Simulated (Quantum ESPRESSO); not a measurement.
# K2MnSe2: which magnetic order is lowest, part 3 of 3

Wanted: the moments of K2MnSe2 and the energy of each order that was tried.

Quantum ESPRESSO 7.5; PBEsol; plane waves with GBRV 1.5 PBEsol potentials, no spin-orbit coupling.

So far, absolute magnetization (μB): step 2 (run 1 (ferro ++)) 10.0; step 3 (start 2: antiferro +−) 9.05; step 5 (the lowest state again, with its states saved) 9.05.

## 6. Löwdin moments

Level of this step: PBEsol; plane waves with GBRV 1.5 PBEsol potentials, no spin-orbit coupling, projections on orthogonalised atomic orbitals (Quantum ESPRESSO).

projwfc.x projects the saved states on orthogonalised atomic orbitals of the pseudopotential files.

What it wrote:

```text
[banner, memory and clock lines left out]
Program PROJWFC v.7.5 starts

     [... lines left out ...]
     IMPORTANT: XC functional enforced from input :
     Exchange-correlation= PBESOL
                           (   1   4  10   8   0   0   0)
     Any further DFT definition will be discarded
     Please, verify this is what you really want

     G-vector sticks info

     Check: negative core charge=   -0.000012

     negative rho (up, down):  1.118E-04 1.118E-04

     Gaussian broadening (read from input): ngauss,degauss=   0    0.010000

     Calling projwave ....

  Problem Sizes
  natomwfc =           74
  nbnd     =           63
  nkstot   =           36
  npwx     =         8791
  nkb      =          180

     Atomic states used for projection
     (read from pseudopotential files):

     state #   1: atom   1 (K  ), wfc  1 (l=0 m= 1)
     state #   2: atom   1 (K  ), wfc  2 (l=1 m= 1)
     state #   3: atom   1 (K  ), wfc  2 (l=1 m= 2)
     state #   4: atom   1 (K  ), wfc  2 (l=1 m= 3)
     state #   5: atom   1 (K  ), wfc  3 (l=0 m= 1)
     state #   6: atom   1 (K  ), wfc  4 (l=1 m= 1)
     state #   7: atom   1 (K  ), wfc  4 (l=1 m= 2)
     state #   8: atom   1 (K  ), wfc  4 (l=1 m= 3)
     state #   9: atom   2 (K  ), wfc  1 (l=0 m= 1)
     state #  10: atom   2 (K  ), wfc  2 (l=1 m= 1)
     state #  11: atom   2 (K  ), wfc  2 (l=1 m= 2)
     state #  12: atom   2 (K  ), wfc  2 (l=1 m= 3)
     state #  13: atom   2 (K  ), wfc  3 (l=0 m= 1)
     state #  14: atom   2 (K  ), wfc  4 (l=1 m= 1)
[...]
state #  21: atom   3 (K  ), wfc  3 (l=0 m= 1)
     state #  22: atom   3 (K  ), wfc  4 (l=1 m= 1)
     state #  23: atom   3 (K  ), wfc  4 (l=1 m= 2)
     state #  24: atom   3 (K  ), wfc  4 (l=1 m= 3)
     state #  25: atom   4 (K  ), wfc  1 (l=0 m= 1)
     state #  26: atom   4 (K  ), wfc  2 (l=1 m= 1)
     state #  27: atom   4 (K  ), wfc  2 (l=1 m= 2)
     state #  28: atom   4 (K  ), wfc  2 (l=1 m= 3)
     state #  29: atom   4 (K  ), wfc  3 (l=0 m= 1)
     state #  30: atom   4 (K  ), wfc  4 (l=1 m= 1)
     state #  31: atom   4 (K  ), wfc  4 (l=1 m= 2)
     state #  32: atom   4 (K  ), wfc  4 (l=1 m= 3)
     state #  33: atom   5 (Mn1), wfc  1 (l=0 m= 1)
     state #  34: atom   5 (Mn1), wfc  2 (l=1 m= 1)
     state #  35: atom   5 (Mn1), wfc  2 (l=1 m= 2)
     state #  36: atom   5 (Mn1), wfc  2 (l=1 m= 3)
     state #  37: atom   5 (Mn1), wfc  3 (l=0 m= 1)
     state #  38: atom   5 (Mn1), wfc  4 (l=2 m= 1)
     state #  39: atom   5 (Mn1), wfc  4 (l=2 m= 2)
     state #  40: atom   5 (Mn1), wfc  4 (l=2 m= 3)
     state #  41: atom   5 (Mn1), wfc  4 (l=2 m= 4)
     state #  42: atom   5 (Mn1), wfc  4 (l=2 m= 5)
     state #  43: atom   5 (Mn1), wfc  5 (l=1 m= 1)
     state #  44: atom   5 (Mn1), wfc  5 (l=1 m= 2)
     state #  45: atom   5 (Mn1), wfc  5 (l=1 m= 3)
     state #  46: atom   6 (Mn2), wfc  1 (l=0 m= 1)
     state #  47: atom   6 (Mn2), wfc  2 (l=1 m= 1)
     state #  48: atom   6 (Mn2), wfc  2 (l=1 m= 2)
     state #  49: atom   6 (Mn2), wfc  2 (l=1 m= 3)
     state #  50: atom   6 (Mn2), wfc  3 (l=0 m= 1)
     state #  51: atom   6 (Mn2), wfc  4 (l=2 m= 1)
     state #  52: atom   6 (Mn2), wfc  4 (l=2 m= 2)
     state #  53: atom   6 (Mn2), wfc  4 (l=2 m= 3)
     state #  54: atom   6 (Mn2), wfc  4 (l=2 m= 4)
     state #  55: atom   6 (Mn2), wfc  4 (l=2 m= 5)
     state #  56: atom   6 (Mn2), wfc  5 (l=1 m= 1)
     state #  57: atom   6 (Mn2), wfc  5 (l=1 m= 2)
     state #  58: atom   6 (Mn2), wfc  5 (l=1 m= 3)
     state #  59: atom   7 (Se ), wfc  1 (l=0 m= 1)
     state #  60: atom   7 (Se ), wfc  2 (l=1 m= 1)
     state #  61: atom   7 (Se ), wfc  2 (l=1 m= 2)
     state #  62: atom   7 (Se ), wfc  2 (l=1 m= 3)
     state #  63: atom   8 (Se ), wfc  1 (l=0 m= 1)
     state #  64: atom   8 (Se ), wfc  2 (l=1 m= 1)
     state #  65: atom   8 (Se ), wfc  2 (l=1 m= 2)
     state #  66: atom   8 (Se ), wfc  2 (l=1 m= 3)
     state #  67: atom   9 (Se ), wfc  1 (l=0 m= 1)
[...]
spin up      =   4.3529, d =  0.0000, dz2=  0.0000, dxz=  0.0000, dyz=  0.0000, dx2-y2=  0.0000, dxy=  0.0000,
                 spin down    =   4.3529, s =  1.0631,
                 spin down    =   4.3529, p =  3.2898, pz=  1.0931, px=  1.0977, py=  1.0991,
                 spin down    =   4.3529, d =  0.0000, dz2=  0.0000, dxz=  0.0000, dyz=  0.0000, dx2-y2=  0.0000, dxy=  0.0000,
                 polarization =  -0.0000, s = -0.0000, p = -0.0000, d =  0.0000,
     Atom #   4: total charge =   8.7058, s =  2.1261, p =  6.5796, d =  0.0000,
                 spin up      =   4.3529, s =  1.0631,
                 spin up      =   4.3529, p =  3.2898, pz=  1.0931, px=  1.0977, py=  1.0991,
                 spin up      =   4.3529, d =  0.0000, dz2=  0.0000, dxz=  0.0000, dyz=  0.0000, dx2-y2=  0.0000, dxy=  0.0000,
                 spin down    =   4.3529, s =  1.0631,
                 spin down    =   4.3529, p =  3.2898, pz=  1.0931, px=  1.0977, py=  1.0991,
                 spin down    =   4.3529, d =  0.0000, dz2=  0.0000, dxz=  0.0000, dyz=  0.0000, dx2-y2=  0.0000, dxy=  0.0000,
                 polarization =  -0.0000, s = -0.0000, p = -0.0000, d =  0.0000,
     Atom #   5: total charge =  15.1928, s =  2.4520, p =  7.2548, d =  5.4860,
                 spin up      =   9.8261, s =  1.2544,
                 spin up      =   9.8261, p =  3.7030, pz=  1.2334, px=  1.2390, py=  1.2305,
                 spin up      =   9.8261, d =  4.8688, dz2=  0.9689, dxz=  0.9730, dyz=  0.9737, dx2-y2=  0.9925, dxy=  0.9607,
                 spin down    =   5.3666, s =  1.1976,
                 spin down    =   5.3666, p =  3.5519, pz=  1.1840, px=  1.1882, py=  1.1797,
                 spin down    =   5.3666, d =  0.6172, dz2=  0.0867, dxz=  0.1554, dyz=  0.1494, dx2-y2=  0.0738, dxy=  0.1518,
                 polarization =   4.4595, s =  0.0568, p =  0.1511, d =  4.2516,
     Atom #   6: total charge =  15.1927, s =  2.4520, p =  7.2548, d =  5.4859,
                 spin up      =   5.3666, s =  1.1976,
                 spin up      =   5.3666, p =  3.5519, pz=  1.1840, px=  1.1882, py=  1.1797,
                 spin up      =   5.3666, d =  0.6171, dz2=  0.0867, dxz=  0.1554, dyz=  0.1494, dx2-y2=  0.0738, dxy=  0.1518,
                 spin down    =   9.8261, s =  1.2544,
                 spin down    =   9.8261, p =  3.7030, pz=  1.2334, px=  1.2390, py=  1.2305,
                 spin down    =   9.8261, d =  4.8688, dz2=  0.9689, dxz=  0.9730, dyz=  0.9737, dx2-y2=  0.9925, dxy=  0.9607,
                 polarization =  -4.4595, s = -0.0568, p = -0.1511, d = -4.2516,
     Atom #   7: total charge =   6.1386, s =  1.5652, p =  4.5734, d =  0.0000,
                 spin up      =   3.0693, s =  0.7826,
                 spin up      =   3.0693, p =  2.2867, pz=  0.7409, px=  0.7698, py=  0.7760,
                 spin up      =   3.0693, d =  0.0000, dz2=  0.0000, dxz=  0.0000, dyz=  0.0000, dx2-y2=  0.0000, dxy=  0.0000,
                 spin down    =   3.0693, s =  0.7826,
                 spin down    =   3.0693, p =  2.2867, pz=  0.7409, px=  0.7698, py=  0.7760,
                 spin down    =   3.0693, d =  0.0000, dz2=  0.0000, dxz=  0.0000, dyz=  0.0000, dx2-y2=  0.0000, dxy=  0.0000,
                 polarization =   0.0000, s =  0.0000, p =  0.0000, d =  0.0000,
     Atom #   8: total charge =   6.1386, s =  1.5652, p =  4.5734, d =  0.0000,
                 spin up      =   3.0693, s =  0.7826,
                 spin up      =   3.0693, p =  2.2867, pz=  0.7409, px=  0.7698, py=  0.7760,
                 spin up      =   3.0693, d =  0.0000, dz2=  0.0000, dxz=  0.0000, dyz=  0.0000, dx2-y2=  0.0000, dxy=  0.0000,
                 spin down    =   3.0693, s =  0.7826,
                 spin down    =   3.0693, p =  2.2867, pz=  0.7409, px=  0.7698, py=  0.7760,
                 spin down    =   3.0693, d =  0.0000, dz2=  0.0000, dxz=  0.0000, dyz=  0.0000, dx2-y2=  0.0000, dxy=  0.0000,
                 polarization =   0.0000, s =  0.0000, p =  0.0000, d =  0.0000,
     Atom #   9: total charge =   6.1386, s =  1.5652, p =  4.5734, d =  0.0000,
                 spin up      =   3.0693, s =  0.7826,
                 spin up      =   3.0693, p =  2.2867, pz=  0.7409, px=  0.7698, py=  0.7760,
                 spin up      =   3.0693, d =  0.0000, dz2=  0.0000, dxz=  0.0000, dyz=  0.0000, dx2-y2=  0.0000, dxy=  0.0000,
                 spin down    =   3.0693, s =  0.7826,
                 spin down    =   3.0693, p =  2.2867, pz=  0.7409, px=  0.7698, py=  0.7760,
                 spin down    =   3.0693, d =  0.0000, dz2=  0.0000, dxz=  0.0000, dyz=  0.0000, dx2-y2=  0.0000, dxy=  0.0000,
                 polarization =   0.0000, s =  0.0000, p =  0.0000, d =  0.0000,
     Atom #  10: total charge =   6.1386, s =  1.5652, p =  4.5734, d =  0.0000,
```

Run time: 6.3 s. Hardware: 4 MPI ranks of Intel Xeon Platinum 8259CL at 2.50GHz (Skylake/Cascade Lake), shared host; peak memory 0.77 GiB.

| atom | moment in the sphere (μB) | Löwdin moment (μB) | Löwdin charge (e) |
| --- | --- | --- | --- |
| K1 | 0.000 | 0.000 | 8.706 |
| K2 | 0.000 | 0.000 | 8.706 |
| K3 | 0.000 | 0.000 | 8.706 |
| K4 | 0.000 | 0.000 | 8.706 |
| Mn5 | 3.998 | 4.460 | 15.193 |
| Mn6 | -3.998 | -4.460 | 15.193 |
| Se7 | 0.000 | 0.000 | 6.139 |
| Se8 | 0.000 | 0.000 | 6.139 |
| Se9 | 0.000 | 0.000 | 6.139 |
| Se10 | 0.000 | 0.000 | 6.139 |

## 7. Results

| Quantity | Value |
| --- | --- |
| lowest state found | antiferromagnetic (from antiferro +-) |
| largest site moment | 4.00 μB |
| next state with moments | ferromagnetic, 237 meV a seeded atom higher |

In words: The largest moment reads 4.00 μB in the sphere and 4.46 μB by Löwdin projection; a site moment hangs on how space is shared out. Only these 2 starts were compared; other wavevectors, canted and longer-period orders were not.

[Logs and program files are shortened in this print: banners, set-up blocks, solver, clock and traceback lines can be left out without a mark of their own.]

[Logs are printed without paths, hosts, clocks, repeated set-up lines and the standing remarks that a program may print on its own settings, such as how far it seeks lower states.]

[Hosts, paths, dates, database ids (printed as entryN), source tags and the programs' standing remarks are cut or masked in the printed files.]

[Where a cell is said to come from a database of computed structures, the database is the Materials Project.]
